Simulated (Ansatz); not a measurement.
**Mg3AlN: relaxing a made-up structure**

This structure for Mg3AlN is made up. Its elements were placed in a known structure type with a cell scaled to their sizes. What cell does the guess relax to, and how far off was it?

Program: Ansatz 0.2.0. Level of theory: DFT, PBE, plane-wave PAW, files of the set soft_1, scalar-relativistic, no spin, cell and ions relaxed at zero pressure; PAW set soft_1, in the first sound run; inputs show where later runs differ. Results are calculated unless marked as measured.

**1. The structure**

Symmetry: Pm-3m, No. 221, cubic system. Conventional cell: a = 4.501 Å, b = 4.501 Å, c = 4.501 Å, α = 90.00°, β = 90.00°, γ = 90.00°. Nearest to Al lie 12 Mg at 3.18 Å. Nearest to Mg lie 2 N at 2.25 Å. Nearest to N lie 6 Mg at 2.25 Å. Farther neighbours and most contacts between anions are not listed.

**2. Relaxation of the guess**

The guess takes its coordinates from another compound and its volume from a rule, so the cell and any free coordinates are relaxed together.

The input, input.yaml:

```yaml
crystal:
  lattice:
    - [4.501, 0.0, 0.0]
    - [0.0, 4.501, 0.0]
    - [0.0, 0.0, 4.501]
  atoms:
    - { symbol: Al, position: [0.0, 0.0, 0.0] }
    - { symbol: Mg, position: [0.5, 0.5, 0.0] }
    - { symbol: Mg, position: [0.5, 0.0, 0.5] }
    - { symbol: Mg, position: [0.0, 0.5, 0.5] }
    - { symbol: "N", position: [0.5, 0.5, 0.5] }
kpoints:
  mp_grid: { grid: [6, 6, 6] }
scf:
  occupations: { method: fermi_dirac, width: 0.05 }
hamiltonian:
  xc: pbe
  pseudopotentials: { kind: paw, azcp: { folder: soft_1 } }
relax:
  f_tol: 0.015
  max_steps: 70
  cell: {}
output:
  forces: true
  stress: true
```

The run is started by

```bash
ansatz run input.yaml --threads 4 --pin off --max-ram 8192MiB --backend cpu --events-out ev --progress --plain --runs-dir out
```

Numbers of over 12 decimals in the logs are rounded to 6 here.

What it wrote:

```text
Engine: ansatz 0.2.0, x86_64-unknown-linux-gnu
Pseudopotentials: kind: paw
Pseudopotential: Al, paw, valence charge 3, recommended cutoff 420 eV (normal), soft_1/Al.paw.azcp
Pseudopotential: Mg, paw, valence charge 10, recommended cutoff 420 eV (normal), soft_1/Mg.paw.azcp
Pseudopotential: N, paw, valence charge 5, recommended cutoff 420 eV (normal), soft_1/N.paw.azcp
Functional definition: PBE
  parameter kappa = 0.804
  parameter beta = 0.066725
  exchange = pbe_x(kappa = kappa, mu = beta*pi^2/3)
  correlation = pbe_c(beta = beta)
Crystal: 5 atoms, lattice volume = 91.186 Å³
Basis set: ecut = 420 eV, 1791 PW (Γ), exchange–correlation on 64×64×64 points (8 copies of the dense FFT grid, shifted against one another)
Bands: 24, of which v1, the nominal top of the filled ones, is band 19 counted from 1 (18 counted from 0)
Symmetry: 48 space group operations
Space group: Pm-3m (ITA 221), of the structure as read, at distance tolerance 4.5e-5 Å
k-points: 20 of 216
Non-local potential: Al, projectors of the file, l = 0: 2, l = 1: 2, l = 2: 1
Non-local potential: Mg, projectors of the file, l = 0: 3, l = 1: 2, l = 2: 1
Non-local potential: N, projectors of the file, l = 0: 2, l = 1: 2, l = 2: 1
PAW form: soft (Blöchl's): semilocal exchange-correlation on the pseudo side does not see the compensation charge
PAW one-centre angular grid: Al, 110 points (default); XC on 64 Gauss nodes
PAW one-centre angular grid: Mg, 110 points (default); XC on 64 Gauss nodes
PAW one-centre angular grid: N, 110 points (default); XC on 64 Gauss nodes
Initial density: superposition of atomic densities (chi_scale 0.1, normalization cell, long waves kept (reshape's long-wave potential 0.05 eV rms))
Initial wavefunctions: pseudopotential atomic-orbital guess
Functional: x = pbe(κ = 0.804, μ = 0.219515), c = pbe(β = 0.066725)
SCF iter   1: F=—  HF=-6693.824734 eV  |F-HF|=—  |Δ(HF+E_count)|=         —  Δρ=2.53e-2  dr2=4.09e-1  ethr=3.10e-3  ⟨swp⟩=6.2  Hψ=2208  notcnv=0
preconditioner: auto → Kerker (q_TF=auto, 2.358 Å⁻¹)  [metal: Δε(μ)=0.028 eV  Ē_g=7.412 eV  σ=0.050 eV  W_gap=0.14  n_scr=18 (ndim 8)  ℏωp=14.5 eV  f_vac=0.000  D(μ)=3.34/eV (n_scr^D=26)]
SCF iter   2: F=—  HF=-6693.879907 eV  |F-HF|=—  |Δ(HF+E_count)|=   5.52e-2  Δρ=1.51e-2  dr2=1.87e-1  ethr=1.08e-3  ⟨swp⟩=2.0  Hψ=705  notcnv=0
SCF iter   3: F=—  HF=-6693.921977 eV  |F-HF|=—  |Δ(HF+E_count)|=   4.21e-2  Δρ=3.12e-3  dr2=1.42e-2  ethr=4.92e-4  ⟨swp⟩=2.0  Hψ=575  notcnv=0
SCF iter   4: F=—  HF=-6693.920303 eV  |F-HF|=—  |Δ(HF+E_count)|=   1.67e-3  Δρ=8.92e-4  dr2=1.64e-3  ethr=3.74e-5  ⟨swp⟩=2.1  Hψ=635  notcnv=0
SCF iter   5: F=—  HF=-6693.919783 eV  |F-HF|=—  |Δ(HF+E_count)|=   5.20e-4  Δρ=2.49e-4  dr2=9.89e-5  ethr=4.30e-6  ⟨swp⟩=2.2  Hψ=657  notcnv=0
SCF iter   6: F=—  HF=-6693.919665 eV  |F-HF|=—  |Δ(HF+E_count)|=   1.19e-4  Δρ=7.09e-5  dr2=9.83e-6  ethr=2.60e-7  ⟨swp⟩=2.0  Hψ=596  notcnv=0
SCF iter   7: F=—  HF=-6693.919663 eV  |F-HF|=—  |Δ(HF+E_count)|=   1.09e-6  Δρ=2.07e-5  dr2=5.01e-7  ethr=2.59e-8  ⟨swp⟩=1.9  Hψ=535  notcnv=0
SCF iter   8: F=-6693.919663 eV  HF=-6693.919663 eV  |F-HF|=2.93e-9  |Δ(HF+E_count)|=   1.24e-8  Δρ=3.58e-6  dr2=1.39e-8  ethr=2.63e-10  ⟨swp⟩=4.7  Hψ=1501  notcnv=0
SCF 1 converged in 8 iterations: F = -6693.919663 eV  dr2 = 1.39e-8
  greatest PAW one-centre occupation: 1.000 electrons in one spin orbital (limit 2), on the Mg atom at site 3 (counted from 0), in its partial waves of l = 0
relax step   1: F+E_penalty+E_count = -6693.91966345 eV  Δ(F+E_penalty+E_count) = +0.000e0 eV  max|allowed force component| = 4.295e-29 eV/Å  Δτ_max = 0.0000 Å  P = -6.605 GPa  Ω = 91.186 Å³  (8 SCF iters, dr2 threshold 1.00e-7 eV, accepted)
Crystal: 5 atoms, lattice volume = 82.842 Å³
Basis set: ecut = 420 eV, 1647 PW (Γ), exchange–correlation on 64×64×64 points (8 copies of the dense FFT grid, shifted against one another)
Initial density: handed on by an earlier stage of this run
Initial wavefunctions: those handed on with the density
iter 1 solved again at ethr=1.91e-4 eV; its pass at ethr=3.10e-3 eV (dr2=7.27e-2 eV) is discarded
SCF iter   1: F=—  HF=-6694.157682 eV  |F-HF|=—  |Δ(HF+E_count)|=         —  Δρ=7.51e-3  dr2=7.31e-2  ethr=1.91e-4  ⟨swp⟩=1.0  Hψ=2559  notcnv=0
preconditioner: auto → Kerker (q_TF=auto, 2.396 Å⁻¹)  [metal: Δε(μ)=0.109 eV  Ē_g=7.854 eV  σ=0.050 eV  W_gap=0.48  n_scr=18 (ndim 8)  ℏωp=15.3 eV  f_vac=0.000  D(μ)=2.40/eV (n_scr^D=18)]
SCF iter   2: F=—  HF=-6694.143356 eV  |F-HF|=—  |Δ(HF+E_count)|=   1.43e-2  Δρ=2.12e-3  dr2=2.14e-3  ethr=1.91e-4  ⟨swp⟩=2.0  Hψ=705  notcnv=0
SCF iter   3: F=—  HF=-6694.142645 eV  |F-HF|=—  |Δ(HF+E_count)|=   7.11e-4  Δρ=1.03e-3  dr2=1.06e-3  ethr=5.64e-6  ⟨swp⟩=2.0  Hψ=602  notcnv=0
SCF iter   4: F=—  HF=-6694.142465 eV  |F-HF|=—  |Δ(HF+E_count)|=   1.79e-4  Δρ=4.45e-4  dr2=2.21e-4  ethr=2.79e-6  ⟨swp⟩=1.6  Hψ=497  notcnv=0
SCF iter   5: F=—  HF=-6694.142349 eV  |F-HF|=—  |Δ(HF+E_count)|=   1.17e-4  Δρ=1.07e-4  dr2=1.17e-5  ethr=5.82e-7  ⟨swp⟩=2.9  Hψ=846  notcnv=0
SCF iter   6: F=-6694.142346 eV  HF=-6694.142346 eV  |F-HF|=8.61e-8  |Δ(HF+E_count)|=   2.38e-6  Δρ=1.91e-5  dr2=3.82e-7  ethr=1.32e-9  ⟨swp⟩=3.5  Hψ=1887  notcnv=0
SCF 2 converged in 6 iterations: F = -6694.142346 eV  dr2 = 3.82e-7
relax step   2: F+E_penalty+E_count = -6694.14234608 eV  Δ(F+E_penalty+E_count) = -2.227e-1 eV  max|allowed force component| = 5.391e-30 eV/Å  Δτ_max = 0.0000 Å  P = -1.363 GPa  Ω = 82.842 Å³  energy of the carried Pulay correction = +3.698e-3 eV  (6 SCF iters, dr2 threshold 5.00e-7 eV, accepted)
Crystal: 5 atoms, lattice volume = 80.919 Å³
Basis set: ecut = 420 eV, 1575 PW (Γ), exchange–correlation on 64×64×64 points (8 copies of the dense FFT grid, shifted against one another)
iter 1 solved again at ethr=1.50e-5 eV; its pass at ethr=3.10e-3 eV (dr2=5.70e-3 eV) is discarded
SCF iter   1: F=—  HF=-6694.151183 eV  |F-HF|=—  |Δ(HF+E_count)|=         —  Δρ=2.12e-3  dr2=5.73e-3  ethr=1.50e-5  ⟨swp⟩=1.1  Hψ=2557  notcnv=0
preconditioner: auto → Kerker (q_TF=auto, 2.405 Å⁻¹)  [metal: Δε(μ)=0.115 eV  Ē_g=7.906 eV  σ=0.050 eV  W_gap=0.49  n_scr=18 (ndim 8)  ℏωp=15.4 eV  f_vac=0.000  D(μ)=2.38/eV (n_scr^D=18)]
SCF iter   2: F=—  HF=-6694.150060 eV  |F-HF|=—  |Δ(HF+E_count)|=   1.12e-3  Δρ=5.70e-4  dr2=1.53e-4  ethr=1.50e-5  ⟨swp⟩=2.0  Hψ=605  notcnv=0
SCF iter   3: F=—  HF=-6694.149987 eV  |F-HF|=—  |Δ(HF+E_count)|=   7.38e-5  Δρ=2.79e-4  dr2=7.74e-5  ethr=4.03e-7  ⟨swp⟩=2.0  Hψ=603  notcnv=0
SCF iter   4: F=—  HF=-6694.149970 eV  |F-HF|=—  |Δ(HF+E_count)|=   1.63e-5  Δρ=1.21e-4  dr2=1.69e-5  ethr=2.04e-7  ⟨swp⟩=1.2  Hψ=485  notcnv=0
SCF iter   5: F=—  HF=-6694.149964 eV  |F-HF|=—  |Δ(HF+E_count)|=   6.29e-6  Δρ=3.11e-5  dr2=1.08e-6  ethr=4.45e-8  ⟨swp⟩=2.5  Hψ=740  notcnv=0
SCF iter   6: F=-6694.149964 eV  HF=-6694.149964 eV  |F-HF|=1.11e-8  |Δ(HF+E_count)|=   2.46e-7  Δρ=5.12e-6  dr2=3.11e-8  ethr=1.32e-9  ⟨swp⟩=4.0  Hψ=1448  notcnv=0
SCF 3 converged in 6 iterations: F = -6694.149964 eV  dr2 = 3.11e-8
relax step   3: F+E_penalty+E_count = -6694.14996367 eV  Δ(F+E_penalty+E_count) = -7.618e-3 eV  max|allowed force component| = 6.008e-30 eV/Å  Δτ_max = 0.0000 Å  P = +0.276 GPa  Ω = 80.919 Å³  energy of the carried Pulay correction = +4.601e-3 eV  (6 SCF iters, dr2 threshold 5.00e-7 eV, accepted)
Crystal: 5 atoms, lattice volume = 81.226 Å³
iter 1 solved again at ethr=4.60e-7 eV; its pass at ethr=3.10e-3 eV (dr2=1.75e-4 eV) is discarded
SCF iter   1: F=—  HF=-6694.150137 eV  |F-HF|=—  |Δ(HF+E_count)|=         —  Δρ=3.58e-4  dr2=1.60e-4  ethr=4.60e-7  ⟨swp⟩=2.0  Hψ=2245  notcnv=0
preconditioner: auto → Kerker (q_TF=auto, 2.404 Å⁻¹)  [metal: Δε(μ)=0.100 eV  Ē_g=7.866 eV  σ=0.050 eV  W_gap=0.44  n_scr=18 (ndim 8)  ℏωp=15.4 eV  f_vac=0.000  D(μ)=2.50/eV (n_scr^D=18)]
SCF iter   2: F=—  HF=-6694.150085 eV  |F-HF|=—  |Δ(HF+E_count)|=   5.24e-5  Δρ=9.63e-5  dr2=4.16e-6  ethr=4.21e-7  ⟨swp⟩=2.0  Hψ=609  notcnv=0
SCF iter   3: F=—  HF=-6694.150083 eV  |F-HF|=—  |Δ(HF+E_count)|=   1.44e-6  Δρ=4.55e-5  dr2=1.90e-6  ethr=5.00e-10  ⟨swp⟩=4.3  Hψ=1711  notcnv=0
SCF iter   4: F=—  HF=-6694.150083 eV  |F-HF|=—  |Δ(HF+E_count)|=   4.75e-7  Δρ=1.59e-5  dr2=2.91e-7  ethr=5.00e-9  ⟨swp⟩=1.9  Hψ=521  notcnv=0
SCF iter   5: F=-6694.150083 eV  HF=-6694.150083 eV  |F-HF|=6.08e-9  |Δ(HF+E_count)|=   9.39e-8  Δρ=3.41e-6  dr2=1.35e-8  ethr=5.00e-10  ⟨swp⟩=4.0  Hψ=1448  notcnv=0
SCF 4 converged in 5 iterations: F = -6694.150083 eV  dr2 = 1.35e-8
relax step   4: F+E_penalty+E_count = -6694.15008264 eV  Δ(F+E_penalty+E_count) = -1.190e-4 eV  max|allowed force component| = 7.244e-30 eV/Å  Δτ_max = 0.0000 Å  P = +0.001 GPa  Ω = 81.226 Å³  energy of the carried Pulay correction = +4.455e-3 eV  (5 SCF iters, dr2 threshold 1.90e-7 eV, accepted)
Basis set: ecut = 420 eV, 1575 PW (Γ), exchange–correlation on 60×60×60 points (8 copies of the dense FFT grid, shifted against one another)
Initial wavefunctions: pseudopotential atomic-orbital guess (no wavefunctions were taken with the density)
iter 1 solved again at ethr=1.00e-7 eV; its pass at ethr=3.10e-3 eV (dr2=3.82e-5 eV) is discarded
SCF iter   1: F=—  HF=-6694.147814 eV  |F-HF|=—  |Δ(HF+E_count)|=         —  Δρ=1.57e-4  dr2=2.57e-6  ethr=1.00e-7  ⟨swp⟩=3.7  Hψ=3625  notcnv=0
preconditioner: auto → Kerker (q_TF=auto, 2.404 Å⁻¹)  [metal: Δε(μ)=0.101 eV  Ē_g=7.869 eV  σ=0.050 eV  W_gap=0.45  n_scr=18 (ndim 8)  ℏωp=15.4 eV  f_vac=0.000  D(μ)=2.49/eV (n_scr^D=18)]
SCF iter   2: F=—  HF=-6694.147584 eV  |F-HF|=—  |Δ(HF+E_count)|=   2.30e-4  Δρ=8.25e-5  dr2=7.48e-7  ethr=6.77e-9  ⟨swp⟩=2.0  Hψ=860  notcnv=0
SCF iter   3: F=—  HF=-6694.147587 eV  |F-HF|=—  |Δ(HF+E_count)|=   3.16e-6  Δρ=1.97e-5  dr2=6.37e-8  ethr=1.97e-9  ⟨swp⟩=2.0  Hψ=630  notcnv=0
SCF iter   4: F=—  HF=-6694.147587 eV  |F-HF|=—  |Δ(HF+E_count)|=   1.64e-7  Δρ=2.45e-6  dr2=2.05e-9  ethr=1.68e-10  ⟨swp⟩=2.0  Hψ=614  notcnv=0
SCF iter   5: F=—  HF=-6694.147587 eV  |F-HF|=—  |Δ(HF+E_count)|=   1.51e-9  Δρ=5.18e-7  dr2=3.36e-10  ethr=5.40e-12  ⟨swp⟩=2.0  Hψ=622  notcnv=0
SCF iter   6: F=-6694.147587 eV  HF=-6694.147587 eV  |F-HF|=1.46e-11  |Δ(HF+E_count)|=  1.27e-11  Δρ=1.31e-7  dr2=2.16e-11  ethr=1.00e-12  ⟨swp⟩=3.0  Hψ=1978  notcnv=0
SCF 5 converged in 6 iterations: F = -6694.147587 eV  dr2 = 2.16e-11
relax step   5: F+E_penalty+E_count = -6694.14758732 eV  Δ(F+E_penalty+E_count) = +2.495e-3 eV  max|allowed force component| = 8.886e-30 eV/Å  Δτ_max = 0.0000 Å  P = -0.055 GPa  Ω = 81.226 Å³  stress off target by 5.46e-2 GPa  SCF on the basis re-selected at this cell (its energy is not comparable with the rows above)  (6 SCF iters)
basis re-selected at this cell: Δ(F+E_penalty+E_count) = +2.495e-3 eV, ΔP = -0.056 GPa vs the last step (what re-selecting the basis moved, of the pressure what is left beyond the Pulay correction that the steps carried, after the strain that the cell walked since its last selection, with what the two solves' SCF thresholds leave and, on support functions, any second-order correction that the steps lacked; it is no measure of the basis error at this ecutwfc). The dense FFT grid was sized anew with the basis: this SCF ran on 30×30×30 points, the steps before it on 32×32×32, so part of this shift can come from that change (see relax.cell in the input reference). [rest of the remark cut]
Crystal: 5 atoms, lattice volume = 81.165 Å³
iter 1 solved again at ethr=2.04e-8 eV; its pass at ethr=3.10e-3 eV (dr2=7.74e-6 eV) is discarded
SCF iter   1: F=—  HF=-6694.147863 eV  |F-HF|=—  |Δ(HF+E_count)|=         —  Δρ=7.65e-5  dr2=7.12e-6  ethr=2.04e-8  ⟨swp⟩=2.0  Hψ=2232  notcnv=0
preconditioner: auto → Kerker (q_TF=auto, 2.404 Å⁻¹)  [metal: Δε(μ)=0.102 eV  Ē_g=7.873 eV  σ=0.050 eV  W_gap=0.45  n_scr=18 (ndim 8)  ℏωp=15.4 eV  f_vac=0.000  D(μ)=2.48/eV (n_scr^D=18)]
SCF iter   2: F=—  HF=-6694.147625 eV  |F-HF|=—  |Δ(HF+E_count)|=   2.38e-4  Δρ=2.40e-5  dr2=2.76e-7  ethr=1.87e-8  ⟨swp⟩=2.0  Hψ=674  notcnv=0
SCF iter   3: F=—  HF=-6694.147625 eV  |F-HF|=—  |Δ(HF+E_count)|=   8.56e-8  Δρ=9.91e-6  dr2=8.43e-8  ethr=7.26e-10  ⟨swp⟩=2.0  Hψ=607  notcnv=0
SCF iter   4: F=—  HF=-6694.147625 eV  |F-HF|=—  |Δ(HF+E_count)|=   2.57e-8  Δρ=2.42e-6  dr2=9.91e-9  ethr=2.22e-10  ⟨swp⟩=1.9  Hψ=581  notcnv=0
SCF iter   5: F=-6694.147625 eV  HF=-6694.147625 eV  |F-HF|=4.82e-11  |Δ(HF+E_count)|=   1.39e-9  Δρ=5.47e-7  dr2=2.67e-10  ethr=1.96e-11  ⟨swp⟩=4.0  Hψ=1446  notcnv=0
SCF 6 converged in 5 iterations: F = -6694.147625 eV  dr2 = 2.67e-10
relax step   6: F+E_penalty+E_count = -6694.14762524 eV  Δ(F+E_penalty+E_count) = -3.792e-5 eV  max|allowed force component| = 3.971e-30 eV/Å  Δτ_max = 0.0000 Å  P = +0.000 GPa  Ω = 81.165 Å³  energy of the carried Pulay correction = +2.745e-5 eV  (5 SCF iters, dr2 threshold 7.46e-9 eV, accepted)
iter 1 solved again at ethr=8.39e-8 eV; its pass at ethr=3.10e-3 eV (dr2=3.19e-5 eV) is discarded
SCF iter   1: F=—  HF=-6694.147840 eV  |F-HF|=—  |Δ(HF+E_count)|=         —  Δρ=8.56e-6  dr2=3.75e-8  ethr=8.39e-8  ⟨swp⟩=3.8  Hψ=3632  notcnv=0
preconditioner: auto → Kerker (q_TF=auto, 2.404 Å⁻¹)  [metal: Δε(μ)=0.102 eV  Ē_g=7.872 eV  σ=0.050 eV  W_gap=0.45  n_scr=18 (ndim 8)  ℏωp=15.4 eV  f_vac=0.000  D(μ)=2.48/eV (n_scr^D=18)]
SCF iter   2: F=—  HF=-6694.147600 eV  |F-HF|=—  |Δ(HF+E_count)|=   2.40e-4  Δρ=7.43e-6  dr2=4.12e-8  ethr=9.86e-11  ⟨swp⟩=3.0  Hψ=1065  notcnv=0
SCF iter   3: F=—  HF=-6694.147600 eV  |F-HF|=—  |Δ(HF+E_count)|=   5.40e-9  Δρ=3.69e-6  dr2=7.66e-9  ethr=9.86e-11  ⟨swp⟩=1.8  Hψ=516  notcnv=0
SCF iter   4: F=—  HF=-6694.147600 eV  |F-HF|=—  |Δ(HF+E_count)|=  2.16e-10  Δρ=1.91e-6  dr2=1.56e-9  ethr=2.02e-11  ⟨swp⟩=1.9  Hψ=521  notcnv=0
SCF iter   5: F=—  HF=-6694.147600 eV  |F-HF|=—  |Δ(HF+E_count)|=  9.09e-10  Δρ=6.10e-7  dr2=1.74e-10  ethr=4.10e-12  ⟨swp⟩=2.0  Hψ=602  notcnv=0
SCF iter   6: F=-6694.147600 eV  HF=-6694.147600 eV  |F-HF|=6.37e-12  |Δ(HF+E_count)|=  9.28e-11  Δρ=1.90e-7  dr2=2.14e-11  ethr=1.00e-12  ⟨swp⟩=4.4  Hψ=1544  notcnv=0
SCF 7 converged in 6 iterations: F = -6694.147600 eV  dr2 = 2.14e-11
relax step   7: F+E_penalty+E_count = -6694.14760030 eV  Δ(F+E_penalty+E_count) = +2.494e-5 eV  max|allowed force component| = 9.775e-30 eV/Å  Δτ_max = 0.0000 Å  P = -0.000 GPa  Ω = 81.165 Å³  stress off target by 3.89e-4 GPa  SCF on the basis re-selected at this cell (its energy is not comparable with the rows above)  (6 SCF iters)
basis re-selected at this cell: Δ(F+E_penalty+E_count) = +2.494e-5 eV, ΔP = -0.000 GPa vs the last step (what re-selecting the basis moved, of the pressure what is left beyond the Pulay correction that the steps carried, after the strain that the cell walked since its last selection, with what the two solves' SCF thresholds leave and, on support functions, any second-order correction that the steps lacked; it is no m [...]
SCF converged after 6 iterations
Free energy (F): -6694.147600 eV
Harris-Foulkes:  -6694.147600 eV  (|F-HF|=6.37e-12)
Internal energy: -6694.127898 eV  (E = F + TS)
E sigma→0 (E₀):  -6694.137749 eV
Entropy (-TS):   -0.019703 eV (-3.941 meV/atom)
Fermi energy:    7.103219 eV
--- Per-component energies (eV) ---
  E_band       = -1009.355300
  E_kinetic    = 359.640642
  E_local      = -5537.681711  (includes V_loc(G=0)·N_el)
  E_nonlocal   = 630.385370
  E_hartree    = 1949.171117
  E_xc         = -176.726739
  E_vxc        = -207.166941  (∫ρ·V_xc dr)
  E_paw        = -1499.625543  (= ΣΔE_a)
  E_vpaw       = -152.875059  (= ΣTr[D̂ρ^β])
  E_aug_tail   = 0.000257  (compensation charges beyond the density's cutoff)
  E_ewald      = -2419.291291
  E_smearing   = -0.019703  (= −TS)
  E_closure    = -0.000000  (closes the sum)
  Σ components = -6694.147600   (vs F -6694.147600, Δ=0.00e0)
--- Forces (eV/Å), atoms counted from 1 ---
  atom   1  Al     0.00000000    -0.00000000     0.00000000
  atom   2  Mg    -0.00000000    -0.00000000     0.00000000
  atom   3  Mg     0.00000000     0.00000000    -0.00000000
  atom   4  Mg     0.00000000     0.00000000    -0.00000000
  atom   5  N      0.00000000     0.00000000    -0.00000000
  max |Σ_I F_I| component: 9.66e-30 eV/Å
--- Stress (GPa, compression-positive) ---
       -0.000389       0.000000      -0.000000
        0.000000      -0.000389      -0.000000
       -0.000000      -0.000000      -0.000389
  P = ⅓ Tr σ = -0.0004 GPa (-0.004 kbar)
--- Relaxed structure (5 steps of the walk, 5 accepted, 2 SCFs on fresh bases) ---
  F+E_penalty+E_count = -6694.14760030 eV   max|allowed force component| = 9.775e-30 eV/Å   (the final SCF, on the basis selected at the relaxed cell)
  cell:  # Å, volume = 81.1645 Å³
    - [4.329676, 0, 0]
    - [0, 4.329676, 0]
    - [0, 0, 4.329676]
  atoms:
    - { symbol: Al, position: [0, 0, 0] }
    - { symbol: Mg, position: [0.5, 0.5, 0] }
    - { symbol: Mg, position: [0.5, 0, 0.5] }
    - { symbol: Mg, position: [0, 0.5, 0.5] }
    - { symbol: N, position: [0.5, 0.5, 0.5] }
```

Wall time 3.5 s (4 threads of Intel Xeon at 2.60GHz (Ice Lake), shared host); peak memory 0.43 GiB.

Relaxation path:

| step | energy less that of the first step (eV) | largest force component (eV/Å) | pressure (GPa) | volume (Å³) |
| --- | --- | --- | --- | --- |
| 1 | 0.0000 | 0.0000 | -6.60 | 91.19 |
| 2 | -0.2227 | 0.0000 | -1.36 | 82.84 |
| 3 | -0.2303 | 0.0000 | 0.28 | 80.92 |
| 4 | -0.2304 | 0.0000 | 0.00 | 81.23 |
| 5* | -0.2279 | 0.0000 | -0.05 | 81.23 |
| 6 | -0.2280 | 0.0000 | 0.00 | 81.16 |
| 7* | -0.2279 | 0.0000 | 0.00 | 81.16 |

Relaxation steps marked * repeat the geometry before them on a plane-wave basis chosen anew for their cell, so energy and pressure can jump there.

The run keeps the 48 symmetry operations that it works with, so distortions that break them were not tested.

| conventional cell, symmetrised | before | after | change |
| --- | --- | --- | --- |
| a (Å) | 4.501 | 4.330 | -3.8 % |
| b (Å) | 4.501 | 4.330 | -3.8 % |
| c (Å) | 4.501 | 4.330 | -3.8 % |
| volume (Å³/atom) | 18.24 | 16.23 | -11.0 % |

Final coordinates:

```cif
data_structure
_symmetry_space_group_name_H-M 'P 1'
_symmetry_Int_Tables_number 1
_cell_length_a 4.3297
_cell_length_b 4.3297
_cell_length_c 4.3297
_cell_angle_alpha 90.000
_cell_angle_beta 90.000
_cell_angle_gamma 90.000
_cell_volume 81.16
loop_
_atom_site_label
_atom_site_type_symbol
_atom_site_fract_x
_atom_site_fract_y
_atom_site_fract_z
_atom_site_occupancy
Al1 Al 0.00000 0.00000 0.00000 1
Mg2 Mg 0.50000 0.50000 0.00000 1
Mg3 Mg 0.50000 0.00000 0.50000 1
Mg4 Mg 0.00000 0.50000 0.50000 1
N5 N 0.50000 0.50000 0.50000 1
```

Numbers from this step:

```
free energy             : -6694.1476 eV
energy at zero smearing : -6694.1377 eV
smearing term TS        : 0.01970 eV
Fermi energy            : 7.103 eV
electrons               : 38
symmetry operations     : 48
pressure                : -3.89e-4 GPa
```

Shortest distances by pair of elements, guess and relaxed (not always the same contact):

| pair | guess (Å) | relaxed (Å) |
| --- | --- | --- |
| Mg–N | 2.251 | 2.165 |
| Al–Mg | 3.183 | 3.062 |
| Mg–Mg | 3.183 | 3.062 |
| Al–N | 3.898 | 3.750 |
| Al–Al | 4.501 | 4.330 |

The relaxation ends with a pressure of 0.00 GPa.

[end of part 1 of 2]

[Logs are printed without paths, hosts, clocks, repeated set-up lines and the standing remarks that a program may print on its own settings, such as how far it seeks lower states.]

[Hosts, paths, dates, database ids (printed as entryN), source tags and the programs' standing remarks are cut or masked in the printed files.]
